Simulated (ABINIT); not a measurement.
# Quasiparticle gap of GaP (F-43m) in ABINIT

How does a plane-wave GW calculation on GaP (F-43m) run from the first input to the gap?

Calculated with ABINIT 10.8.3; PBE and many-body steps on it, plane waves.

**The experiments to reproduce.**

- Gap 2.25 ± 0.04 eV: optical gap from Tauc plot (fundamental, indirect); spectroscopic ellipsometry, Tauc-Lorentz fit and Tauc plot; 300 K; film (GaP layer on Si reference sample) on Si (“Assessment of GaPSb/Si tandem material association properties for photoelectrochemical cells”, 2020, arxiv:2002.02774).

Most raw output is cut from this account.

### 1. Set-up

Symmetry: F-43m, No. 216, cubic system. Conventional cell: a = 5.450 Å, b = 5.450 Å, c = 5.450 Å, α = 90.00°, β = 90.00°, γ = 90.00°. Nearest to Ga lie 4 P at 2.36 Å. Nearest to P lie 4 Ga at 2.36 Å. Farther neighbours are not listed.

The cell and positions come from the Crystallography Open Database and are kept as given unless a step says otherwise.

### 2. Ground state

This step: ABINIT 10.8.3; DFT, PBE with spin-orbit coupling, plane waves, norm-conserving pseudopotentials.

The ground-state density comes first.

The input, run.abi:

```
acell 3*1.0 Angstrom
rprim 
  0.000000000000 2.725250000000 2.725250000000
  2.725250000000 0.000000000000 2.725250000000
  2.725250000000 2.725250000000 0.000000000000
ntypat 2
znucl 31 15
natom 2
typat 1 2
xred 
  0.000000000000 0.000000000000 0.000000000000
  0.250000000000 0.250000000000 0.250000000000
pp_dirpath "pseudos"
pseudos "Ga.upf, P.upf"
ecut 45
nspinor 2
ngkpt 6 6 6
nshiftk 1
shiftk 0 0 0
kptopt 1
chksymbreak 0
nband 36
occopt 1
tolvrs 1e-10
nstep 60
prtwf 0
optforces 0
optstress 0
indata_prefix "in"
outdata_prefix "out"
tmpdata_prefix "tmp"
```

Started as:

```bash
OMP_NUM_THREADS=1 mpirun -n 8 abinit run.abi > log
```

Elapsed: 34 s, on 8 MPI ranks of Arm Neoverse V2, shared host; peak memory 0.69 GiB.

This step gave:

* total energy: -6945.1828 eV
* gap: 1.624 eV
* k of the valence top: 0, 0, 0
* k of the conduction bottom: 0.5, 0.5, 0
* least direct gap: 1.783 eV

The gap is indirect, with the least direct gap 0.16 eV higher.

### 3. Bands along the symmetry lines

The cheap functional maps the bands first; the places of the edges decide which points the dearer methods must see.

The input, run.abi:

```
acell 3*1.0 Angstrom
rprim 
  0.000000000000 2.725250000000 2.725250000000
  2.725250000000 0.000000000000 2.725250000000
  2.725250000000 2.725250000000 0.000000000000
ntypat 2
znucl 31 15
natom 2
typat 1 2
xred 
  0.000000000000 0.000000000000 0.000000000000
  0.250000000000 0.250000000000 0.250000000000
pp_dirpath "pseudos"
pseudos "Ga.upf, P.upf"
ecut 45
nspinor 2
iscf -2
irdden 1
kptopt 0
nkpt 26
kpt 
  0.00000000 0.00000000 0.00000000
  -0.12500000 -0.12500000 0.00000000
  -0.25000000 -0.25000000 0.00000000
  -0.37500000 -0.37500000 0.00000000
  -0.50000000 -0.50000000 0.00000000
  -0.46875000 -0.46875000 0.06250000
  -0.43750000 -0.43750000 0.12500000
  -0.40625000 -0.40625000 0.18750000
  -0.37500000 -0.37500000 0.25000000
  -0.37500000 0.00000000 0.37500000
  -0.28125000 0.00000000 0.28125000
  -0.18750000 0.00000000 0.18750000
  -0.09375000 0.00000000 0.09375000
  0.00000000 0.00000000 0.00000000
  0.00000000 0.00000000 0.12500000
  0.00000000 0.00000000 0.25000000
  0.00000000 0.00000000 0.37500000
  -0.00000000 -0.00000000 0.50000000
  -0.12500000 -0.06250000 0.43750000
  -0.25000000 -0.12500000 0.37500000
  -0.37500000 -0.18750000 0.31250000
  -0.50000000 -0.25000000 0.25000000
  -0.50000000 -0.31250000 0.18750000
  -0.50000000 -0.37500000 0.12500000
  -0.50000000 -0.43750000 0.06250000
  -0.50000000 -0.50000000 0.00000000
istwfk *1
nband 42
nbdbuf 6
tolwfr 1e-08
nstep 40
prtwf 0
prtvol 0
indata_prefix "in"
outdata_prefix "out"
tmpdata_prefix "tmp"
```

The job ended after 29 s (8 MPI ranks; peak memory 0.65 GiB).

This step gave:

| Quantity | Value |
| --- | --- |
| gap | 1.611 eV |
| k of the valence top | 0, 0, 0 |
| k of the conduction bottom | -0.375, -0.375, 0 |
| least direct gap | 1.783 eV |

The gap is 1.611 eV, −0.013 eV from the run before at this level.

The electronic bands at the labelled points (eV, zero at the top of the highest filled band):

| point | band 23 | band 24 | band 25 | band 26 | band 27 | band 28 | band 29 | band 30 |
| --- | --- | --- | --- | --- | --- | --- | --- | --- |
| Γ | 0.00 | 0.00 | 0.00 | 0.00 | 1.78 | 1.78 | 3.74 | 3.74 |
| halfway | -1.73 | -1.73 | -1.70 | -1.70 | 2.15 | 2.15 | 3.69 | 3.69 |
| X | -2.73 | -2.73 | -2.70 | -2.70 | 1.62 | 1.62 | 1.79 | 1.79 |
| halfway | -3.28 | -3.26 | -2.60 | -2.60 | 1.82 | 1.82 | 2.72 | 2.73 |
| U | -3.98 | -3.96 | -2.29 | -2.28 | 2.15 | 2.16 | 4.77 | 4.77 |
| jump to K | -3.98 | -3.96 | -2.29 | -2.28 | 2.15 | 2.16 | 4.77 | 4.77 |
| halfway | -2.49 | -2.46 | -0.70 | -0.69 | 3.24 | 3.26 | 4.90 | 4.96 |
| Γ | 0.00 | 0.00 | 0.00 | 0.00 | 1.78 | 1.78 | 3.74 | 3.74 |
| halfway | -0.72 | -0.72 | -0.66 | -0.66 | 2.12 | 2.12 | 4.66 | 4.66 |
| L | -1.18 | -1.18 | -1.11 | -1.11 | 1.64 | 1.64 | 4.66 | 4.66 |
| halfway | -3.23 | -3.21 | -1.98 | -1.95 | 3.42 | 3.42 | 4.25 | 4.29 |
| W | -3.62 | -3.60 | -3.47 | -3.42 | 4.67 | 4.67 | 4.82 | 4.84 |
| halfway | -3.20 | -3.19 | -3.14 | -3.10 | 2.72 | 2.75 | 2.91 | 2.92 |
| X | -2.73 | -2.73 | -2.70 | -2.70 | 1.62 | 1.62 | 1.79 | 1.79 |

### 4. Empty states on the mesh, 4×4×4 mesh, 200 bands

The sums over transitions need many empty states on a uniform mesh; this step solves for them.

The input, run.abi:

```
acell 3*1.0 Angstrom
rprim 
  0.000000000000 2.725250000000 2.725250000000
  2.725250000000 0.000000000000 2.725250000000
  2.725250000000 2.725250000000 0.000000000000
ntypat 2
znucl 31 15
natom 2
typat 1 2
xred 
  0.000000000000 0.000000000000 0.000000000000
  0.250000000000 0.250000000000 0.250000000000
pp_dirpath "pseudos"
pseudos "Ga.upf, P.upf"
ecut 45
nspinor 2
ngkpt 4 4 4
nshiftk 1
shiftk 0 0 0
kptopt 1
chksymbreak 0
iscf -2
irdden 1
istwfk *1
nband 200
nbdbuf 18
tolwfr 1e-09
nstep 60
prtvol 0
indata_prefix "in"
outdata_prefix "out"
tmpdata_prefix "tmp"
```

Elapsed: 66 s, on 8 MPI ranks; peak memory 0.88 GiB; 8.7 min of CPU time.

Numbers from this step:

- gap: 1.624 eV
- k of the valence top: 0, 0, 0
- k of the conduction bottom: 0.5, 0.5, 0
- least direct gap: 1.783 eV
- k points computed: 8
- lowest point of the top converged band, above the valence top: 78.5443 eV

On this mesh the gap is 1.624 eV.

### 5. Screening, 4×4×4 mesh, 182 bands, screening to 149.7 eV

The RPA dielectric matrix is built and inverted for each q.

This step: RPA screening on PBE with spin-orbit coupling, plane waves, norm-conserving pseudopotentials.

run.abi: that of step 4 with these lines changed.

```diff
@@ -21,10 +21,11 @@
 chksymbreak 0
-iscf -2
-irdden 1
 istwfk *1
-nband 200
-nbdbuf 18
-tolwfr 1e-09
-nstep 60
-prtvol 0
+occopt 1
+irdwfk 1
+optdriver 3
+nband 182
+ecuteps 5.5
+inclvkb 0
+awtr 1
+symchi 1
 indata_prefix "in"
```

Run time: 90 s. Hardware: 8 MPI ranks; peak memory 3.4 GiB; 12 min of CPU time.

This step gave:

```
ε∞ with local fields, on this mesh, along the program's q direction : 21.26
the same without local fields                                       : 23.18
plasma frequency                                                    : 29.76 eV
plane waves in the screening matrix                                 : 169
```

Local fields lower ε∞ by 8 %. On a Γ-centred mesh this coarse the value itself is usually too large, while a short band sum pulls it down.

### 6. Self-energy, 4×4×4 mesh, 182 bands, screening to 149.7 eV

The self-energy is evaluated for the states that the input lists, and the levels follow from it, in one-shot runs by the linearised quasiparticle equation.

This step: G0W0 on PBE with spin-orbit coupling, plane waves, norm-conserving pseudopotentials.

run.abi: that of step 5 with these lines changed.

```diff
@@ -24,8 +24,17 @@
 irdwfk 1
-optdriver 3
+optdriver 4
 nband 182
+gwcalctyp 0
+ecutsigx 45
+symsigma 0
+nkptgw 2
+kptgw 
+  0.0000000000 0.0000000000 0.0000000000
+  0.5000000000 0.5000000000 0.0000000000
+bdgw 
+  23 30
+  23 30
 ecuteps 5.5
-inclvkb 0
-awtr 1
-symchi 1
+irdscr 1
+ppmodel 1
 indata_prefix "in"
```

Elapsed: 82 s, on 8 MPI ranks; peak memory 2.3 GiB.

This step gave:

- G0W0 gap on the points computed: 2.16 eV
- starting gap on the mesh: 1.624 eV
- k of the valence top: 0, 0, 0
- k of the conduction bottom: 0.5, 0.5, 0
- Z at the valence top: 0.788
- Z at the conduction bottom: 0.813
- least direct G0W0 gap on the computed points: 2.636 eV

The gap on the mesh goes from 1.62 eV to 2.16 eV, a correction of +0.54 eV.

Limits: finite bands, cutoff and mesh; screening head approximate; coarse k mesh. v1 is the top filled band, c1 the lowest empty one. Levels before and after the correction, in eV, zero at the valence-band top of each column:

|  | conduction bottom | valence top |
| --- | --- | --- |
| Kohn-Sham | 1.62 | 0.00 |
| G0W0 | 2.16 | 0.00 |

|  | level | energy (eV) |
| --- | --- | --- |
| Kohn-Sham | Γ v3-v1 | 0.000 |
| Kohn-Sham | Γ c1-c2 | 1.783 |
| Kohn-Sham | Γ c3 | 3.745 |
| Kohn-Sham | (0.5 0.5 0) v3 | -2.725 |
| Kohn-Sham | (0.5 0.5 0) v2-v1 | -2.702 |
| Kohn-Sham | (0.5 0.5 0) c1-c2 | 1.624 |
| Kohn-Sham | (0.5 0.5 0) c3 | 1.793 |
| G0W0 | Γ v3-v1 | 0.000 |
| G0W0 | Γ c1-c2 | 2.636 |
| G0W0 | Γ c3 | 4.630 |
| G0W0 | (0.5 0.5 0) v3 | -2.842 |
| G0W0 | (0.5 0.5 0) v2-v1 | -2.824 |
| G0W0 | (0.5 0.5 0) c1-c2 | 2.160 |
| G0W0 | (0.5 0.5 0) c3 | 2.475 |

### 7. Where the time went

Times are wall times on 8 MPI ranks of Arm Neoverse V2, shared host, good to a factor of about two.

| step | time | share | memory (GiB) |
| --- | --- | --- | --- |
| ground state | 34 s | 11 % | 0.69 |
| bands along the symmetry lines | 29 s | 10 % | 0.65 |
| empty states on the mesh | 66 s | 22 % | 0.88 |
| screening | 90 s | 30 % | 3.4 |
| self-energy | 82 s | 27 % | 2.3 |

### 8. Results

* PBE gap: 1.61 eV, indirect
* G0W0 gap on the mesh: 2.16 eV
* GW settings: 4×4×4 mesh, 182 bands, screening to 149.7 eV, Godby-Needs plasmon pole
* known limits: not at the basis limit; screening head approximate; coarse k mesh

**Reading.** G0W0 moves the gap on the mesh from 1.62 eV to 2.16 eV (+0.54 eV), with Z of 0.79 and 0.81 at the edges. Local fields lower the RPA ε∞ on this mesh from 23.18 to 21.26; a Γ-centred mesh this coarse tends to raise both, most where the direct gap is narrow, while a short band sum lowers them. Only 2 of the mesh's irreducible points were corrected, so a valley elsewhere could overtake. Against experiment, by G0W0@PBE: the gap of 2.15 eV lies −0.10 eV from the measured 2.25 ± 0.04 eV (indirect, 300 K, on Si, 2020). The calculation has static nuclei and no excitons; a measured gap holds zero-point and thermal motion, which mostly lowers it. Bands and cutoff are finite, so the gap is not at the basis limit. The miss can reach some tenths of an eV and take either sign; the mesh is an error of its own. In the G0W0 run levels were corrected at 2 k points alone, so a gap called «on the mesh» is the least over those, and an edge elsewhere would be missed. The 4×4×4 mesh is coarse for this cell, which bears on the long-range parts of exchange and screening. The long-wavelength limit of the screening leaves out the non-local commutator, which shifts ε∞.

[Paths, hosts, dates, memory and timing lines, banners, echoed tables and standing remarks are left out of the program output.]

[Logs are printed without paths, hosts, clocks, repeated set-up lines and the standing remarks that a program may print on its own settings, such as how far it seeks lower states.]

[Runs of the session that timed out or met a known fault of the program may be left out.]

[Hosts, paths, dates, database ids (printed as entryN), source tags and the programs' standing remarks are cut or masked in the printed files.]

[G0W0 gaps are taken among the corrected bands and points alone; a level outside them can change the order at an edge.]

[Where Ansatz stands beside ABINIT at settings called matched, ABINIT's density can come from a denser mesh and the files from another edition; pairs whose starting gaps differed by over 0.03 eV were left out, so agreement reads better than it is.]
